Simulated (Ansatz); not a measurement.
# Phonons of KF (Carobbiite, Fm-3m) against volume, part 2 of 3

Wanted: mode Grüneisen parameters of KF (Carobbiite, Fm-3m).

Ansatz 0.2.0; DFT LDA, scalar-relativistic, plane waves, PAW; PAW set soft_1.

So far, highest frequency on the path or at a solved wavevector (cm⁻¹): step 2 (the dispersion) 339.

## 4. Phonons at the other volume, volume ratio 0.97

The phonons are repeated at this volume on the same k and q meshes.

input.yaml reads:

```yaml
crystal:
  lattice:
    - [0.0, 2.5549611895, 2.5549611895]
    - [2.5549611895, 0.0, 2.5549611895]
    - [2.5549611895, 2.5549611895, 0.0]
  atoms:
    - { symbol: K, position: [0.0, 0.0, 0.0] }
    - { symbol: F, position: [0.5, 0.5, 0.5] }
kpoints:
  mp_grid: { grid: [8, 8, 8] }
hamiltonian:
  xc: lda
  pseudopotentials: { kind: paw, azcp: { folder: soft_1 }, xc_functional: pbe }
scf:
  occupations: { method: fixed }
output:
  eigenvalues: true
phonons:
  method: dfpt
  dielectric: true
  rigid_motions: translations
  qmesh: [4, 4, 4]
  temperatures: { t_max: 1000, t_step: 50 }
  qpath:
    path:
      - [[0.0, 0.0, 0.0], [0.5, 0.0, 0.5], [0.625, 0.25, 0.625]]
      - [[0.375, 0.375, 0.75], [0.0, 0.0, 0.0], [0.5, 0.5, 0.5], [0.5, 0.25, 0.75], [0.5, 0.0, 0.5]]
    npoints: 10
```

Started as:

```
ansatz run input.yaml --threads 4 --pin off --max-ram 10240MiB --backend cpu --events-out ev --progress --plain --runs-dir out
```

Numbers of over 12 decimals in the logs are rounded to 6 here.

Output:

```text
[...]
Crystal: 2 atoms, lattice volume = 33.357 Å³
Basis set: ecut = 420 eV, 645 PW (Γ), exchange–correlation on 50×50×50 points (8 copies of the dense FFT grid, shifted against one another)
Bands: 12, of which v1, the nominal top of the filled ones, is band 8 counted from 1 (7 counted from 0)
Symmetry: 48 space group operations
k-points: 59 of 512 (irreducible under 8 space group operations, time reversal used)
[...]
SCF iter   1: F=—  HF=-2296.034656 eV  |F-HF|=—  |Δ(HF+E_count)|=         —  Δρ=2.17e-1  dr2=1.33e1  ethr=3.10e-3  ⟨swp⟩=4.8  Hψ=3976  notcnv=0  defer=76
[...]
SCF iter  10: F=-2292.777606 eV  HF=-2292.777606 eV  |F-HF|=1.36e-12  |Δ(HF+E_count)|=  2.02e-10  Δρ=6.43e-8  dr2=1.30e-12  ethr=1.00e-12  ⟨swp⟩=7.1  Hψ=4131  notcnv=0
SCF 1 converged in 10 iterations: F = -2292.777606 eV  dr2 = 1.30e-12
[...]
DFPT response loops at Γ: preconditioner auto → none (the input reference at scf.mixing.eps_inf says where Resta's filter doesn't serve); β = 0.50; Broyden in place of MSR1
NSCF: frozen V_eff on 29 k-points
[...]
SCF converged after 10 iterations
Free energy (F): -2292.777606 eV
[...]
Internal energy: -2292.777606 eV  (E = F + TS)
E sigma→0 (E₀):  -2292.777606 eV
Fermi energy:    2.015224 eV
[...]
--- Band table (eV; the first three rows and the last of 59) ---
  k-point 0: bands = [... 4 lower, -6.6361, 2.0152, 2.0152, 2.0152, 8.5610, 12.8867, 12.8867, 12.8867]
  k-point 1: bands = [... 4 lower, -6.6428, 1.8337, 1.9385, 1.9385, 9.0550, 12.5974, 13.1317, 13.1317]
  k-point 2: bands = [... 4 lower, -6.6588, 1.4547, 1.7585, 1.7585, 10.2336, 12.2648, 13.7504, 13.7504]
  k-point 58: bands = [... 4 lower, -6.7430, 1.4713, 1.9183, 1.9183, 11.9079, 11.9079, 13.8596, 16.2230]
--- Phonons (Γ-DFPT): 2 representative perturbations + reference, on 59 of 512 k-points (Σ response iterations 6) ---
  k mesh reduced under 8 symmetry operations, with k and −k counted as one. Each operation leaves every solved perturbation unchanged. A smaller set is not considered because the run solves the response to a homogeneous field
  ASR residual: 7.319e-5 → 0.000e0 eV/Å²; symmetrization residual: 6.283e-7 eV/Å²
  ASR residual per site (eV/Å²): 5.41e-6 7.32e-5
  Γ frequencies (cm⁻¹): 0.00 0.00 0.00 226.51 226.51 226.51
  ε∞ (high-frequency dielectric tensor):
        2.119938     0.000000    -0.000000
        0.000000     2.119938    -0.000000
       -0.000000     0.000000     2.119938
  ε⁰ (static dielectric tensor: ions relaxed, cell fixed):
        5.118702     0.000000    -0.000000
        0.000000     5.118702    -0.000000
       -0.000000    -0.000000     5.118702
  ε⁰ − ε∞ (ionic part):
        2.998764    -0.000000    -0.000000
       -0.000000     2.998764    -0.000000
       -0.000000    -0.000000     2.998764
  softest optical mode at Γ: 226.51 cm⁻¹; the repairs (sum rule, projections) moved no ω² at Γ by more than (1.05 cm⁻¹)²
  Born effective charges Z* (e; rows j = field, columns β = displacement):
    site 0:
         1.15479    0.00000   -0.00000
        -0.00000    1.15479   -0.00000
        -0.00000   -0.00000    1.15479
    site 1:
        -1.15479   -0.00000    0.00000
         0.00000   -1.15479    0.00000
         0.00000    0.00000   -1.15479
  Z* charge neutrality: 1.875e-6 e pre-enforcement
  k-mesh period / interband length: 28.9 Å / 0.87 Å = 33.05 at k = (0.0000, 0.0000, 0.0000), direct gap 6.546 eV — 14 or more, which is no proof of convergence
  optical modes at Γ without the LO–TO term, one row a degenerate level:
      ω (cm⁻¹)  modes    IR ((D/Å)²/amu)
        226.51      3             7.2188
  optical modes at Γ + LO–TO along q̂ = [1.0000, 0.0000, 0.0000]:
      ω (cm⁻¹)  modes    IR ((D/Å)²/amu)
        226.51      2             4.8125
        351.97      1             2.4063
  optical modes at Γ + LO–TO along q̂ = [0.0000, 1.0000, 0.0000]:
      ω (cm⁻¹)  modes    IR ((D/Å)²/amu)
        226.51      2             4.8125
        351.97      1             2.4063
  optical modes at Γ + LO–TO along q̂ = [0.0000, 0.0000, 1.0000]:
      ω (cm⁻¹)  modes    IR ((D/Å)²/amu)
        226.51      2             4.8125
        351.97      1             2.4063
--- Phonons (arbitrary-q DFPT): 8 irreducible q on the 4×4×4 mesh ---
[...]
interpolated dispersion: 63 rows × 6 modes
[...]
```

The job ended after 35 s (4 threads of Arm Neoverse V2, shared host; peak memory 0.76 GiB).

Numbers from this step:

```
sum-rule residual before enforcement                    : 7.32e-5 eV/Å²
miss of the charge sum rule                             : 1.88e-6 e
highest frequency on the path or at a solved wavevector : 352 cm⁻¹
mean frequency                                          : 186.9 cm⁻¹
Debye temperature (second moment)                       : 367 K
logarithmic mean frequency                              : 173.5 cm⁻¹
highest optical mode at the zone centre (no LO-TO term) : 226.5 cm⁻¹
lowest optical zone-centre mode                         : 226.5 cm⁻¹
mean high-frequency dielectric constant                 : 2.120
largest Born charge (third of the trace)                : 1.155 e
mean static dielectric constant                         : 5.119
top of the zone-centre spectrum with the field          : 352.0 cm⁻¹
lowest mode on the q mesh (acoustic modes at Γ apart)   : 60.09 cm⁻¹
zero-point energy per atom                              : 34.76 meV
heat capacity at 300 K                                  : 23.18 J/(mol atoms K)
vibrational entropy at 300 K                            : 30.43 J/(mol atoms K)
```

Frequencies (cm⁻¹) solved at each irreducible wavevector; negative means imaginary. Frequencies by wavevector, by row:

```
q in reciprocal lattice units  star  mode 1  mode 2  mode 3  mode 4  mode 5  mode 6
                        0 0 0     1       0       0       0   226.5   226.5   226.5
                     0 0 0.25     8    91.9    91.9   132.4   219.4   219.4   330.1
                     0 0 -0.5     4   138.1   138.1   206.6   206.6   218.2   285.9
                  0 0.25 0.25     6    60.1    60.1   173.1   231.4   231.4     286
                  0 0.25 -0.5    24     110   143.6   171.1   223.4   232.4   260.8
                 0 0.25 -0.25    12   103.6   138.2     189   205.7   236.8   277.6
                  0 -0.5 -0.5     3      83      83   167.2   235.2   235.2   245.9
              0.25 -0.5 -0.25     6   132.6   132.6   160.2     227   241.1   241.1
```

The highest optical mode at the zone centre (no LO-TO term) is 226.5 cm⁻¹, +15.8 cm⁻¹ against the base run.

## 5. Relaxing at another volume, volume ratio 1.03

The volume is scaled by 1.03 and held; symmetry leaves nothing to relax, so this is a single point. The modes can then be followed against volume.

input.yaml, the sections that differ from step 4:

```yaml
crystal:
  lattice:
    - [0.0, 2.6065904772, 2.6065904772]
    - [2.6065904772, 0.0, 2.6065904772]
    - [2.6065904772, 2.6065904772, 0.0]
  atoms:
    - { symbol: K, position: [0.0, 0.0, 0.0] }
    - { symbol: F, position: [0.5, 0.5, 0.5] }
output:
  forces: true
  stress: true
  eigenvalues: true
# kpoints, hamiltonian, scf: as in step 4
# phonons: removed
```

Output:

```text
[...]
Crystal: 2 atoms, lattice volume = 35.420 Å³
Basis set: ecut = 420 eV, 701 PW (Γ)
Bands: 12, of which v1, the nominal top of the filled ones, is band 8 counted from 1 (7 counted from 0)
Symmetry: 48 space group operations
[...]
k-points: 29 of 512
[...]
--- Band table (eV; the first three rows and the last of 29) ---
  k-point 0: bands = [... 4 lower, -7.3123, 1.5379, 1.5379, 1.5379, 7.7366, 12.2615, 12.2615, 12.2615]
  k-point 1: bands = [... 4 lower, -7.3187, 1.3708, 1.4715, 1.4715, 8.2067, 11.9746, 12.4916, 12.4916]
  k-point 2: bands = [... 4 lower, -7.3339, 1.0208, 1.3158, 1.3158, 9.3489, 11.6104, 13.0684, 13.0684]
  k-point 28: bands = [... 4 lower, -7.4134, 1.0513, 1.4040, 1.4040, 11.2382, 11.2382, 13.0282, 15.3053]
[key lines of the parts left out:]
SCF converged after 8 iterations
Free energy (F): -2292.778188 eV
Fermi energy:    1.537901 eV
P = ⅓ Tr σ = -1.1985 GPa (-11.985 kbar)
```

It took 0.36 s on 4 threads; peak memory 0.26 GiB; 0.97 s of CPU time.

Numbers from this step:

| Quantity | Value |
| --- | --- |
| pressure | -1.199 GPa |
| gap on the k-mesh | 6.199 eV |
| volume per atom | 17.71 Å³ |
| direct gap on mesh | 6.199 eV |

The run ends at a pressure of -1.20 GPa.

## 6. Phonons at the other volume, volume ratio 1.03

The phonons are repeated at this volume on the same k and q meshes.

input.yaml, the sections that differ from step 5:

```yaml
output:
  eigenvalues: true
phonons:
  method: dfpt
  dielectric: true
  rigid_motions: translations
  qmesh: [4, 4, 4]
  temperatures: { t_max: 1000, t_step: 50 }
  qpath:
    path:
      - [[0.0, 0.0, 0.0], [0.5, 0.0, 0.5], [0.625, 0.25, 0.625]]
      - [[0.375, 0.375, 0.75], [0.0, 0.0, 0.0], [0.5, 0.5, 0.5], [0.5, 0.25, 0.75], [0.5, 0.0, 0.5]]
    npoints: 10
# crystal, kpoints, hamiltonian, scf: as in step 5
```

Output:

```text
[...]
Crystal: 2 atoms, lattice volume = 35.420 Å³
Basis set: ecut = 420 eV, 701 PW (Γ), exchange–correlation on 50×50×50 points (8 copies of the dense FFT grid, shifted against one another)
Bands: 12, of which v1, the nominal top of the filled ones, is band 8 counted from 1 (7 counted from 0)
Symmetry: 48 space group operations
k-points: 59 of 512 (irreducible under 8 space group operations, time reversal used)
[...]
optical modes at Γ + LO–TO along q̂ = [0.0000, 1.0000, 0.0000]:
      ω (cm⁻¹)  modes    IR ((D/Å)²/amu)
        195.52      2             4.7328
        326.91      1             2.3664
  optical modes at Γ + LO–TO along q̂ = [0.0000, 0.0000, 1.0000]:
      ω (cm⁻¹)  modes    IR ((D/Å)²/amu)
        195.52      2             4.7328
        326.91      1             2.3664
--- Phonons (arbitrary-q DFPT): 8 irreducible q on the 4×4×4 mesh ---
[...]
interpolated dispersion: 63 rows × 6 modes
[...]
[key lines of the parts left out:]
SCF converged after 10 iterations
Free energy (F): -2292.778187 eV
Fermi energy:    1.537476 eV
```

Wall time 38 s (4 threads); peak memory 0.78 GiB.

Numbers from this step:

```
sum-rule residual before enforcement                    : 1.17e-4 eV/Å²
miss of the charge sum rule                             : 1.34e-6 e
highest frequency on the path or at a solved wavevector : 326.9 cm⁻¹
mean frequency                                          : 169.1 cm⁻¹
Debye temperature (second moment)                       : 331 K
logarithmic mean frequency                              : 158.6 cm⁻¹
highest optical mode at the zone centre (no LO-TO term) : 195.5 cm⁻¹
lowest optical zone-centre mode                         : 195.5 cm⁻¹
mean high-frequency dielectric constant                 : 2.076
largest Born charge (third of the trace)                : 1.145 e
mean static dielectric constant                         : 5.803
top of the zone-centre spectrum with the field          : 326.9 cm⁻¹
lowest mode on the q mesh (acoustic modes at Γ apart)   : 64.77 cm⁻¹
zero-point energy per atom                              : 31.45 meV
heat capacity at 300 K                                  : 23.50 J/(mol atoms K)
vibrational entropy at 300 K                            : 32.50 J/(mol atoms K)
```

Frequencies (cm⁻¹) solved at each irreducible wavevector; negative means imaginary. Frequencies by wavevector, by row:

```
q in reciprocal lattice units  star  mode 1  mode 2  mode 3  mode 4  mode 5  mode 6
                        0 0 0     1       0       0       0   195.5   195.5   195.5
                     0 0 0.25     8    80.8    80.8   122.5   190.3   190.3   306.5
                     0 0 -0.5     4   120.5   120.5   180.8   180.8   202.4     265
                  0 0.25 0.25     6    64.8    64.8   149.2     199     199   269.8
                  0 0.25 -0.5    24   104.6   134.7     165   192.4   199.9   237.2
                 0 0.25 -0.25    12   108.2   120.2   169.6   180.3   203.3   258.6
                  0 -0.5 -0.5     3    90.2    90.2   171.2   201.4   201.4   211.6
              0.25 -0.5 -0.25     6   137.8   137.8   143.5   203.1   206.7   206.7
```

The highest optical mode at the zone centre (no LO-TO term) is 195.5 cm⁻¹, -15.2 cm⁻¹ against the base run.

[end of part 2 of 3]

[Logs are printed without paths, hosts, clocks, repeated set-up lines and the standing remarks that a program may print on its own settings, such as how far it seeks lower states.]

[Hosts, paths, dates, database ids (printed as entryN), source tags and the programs' standing remarks are cut or masked in the printed files.]
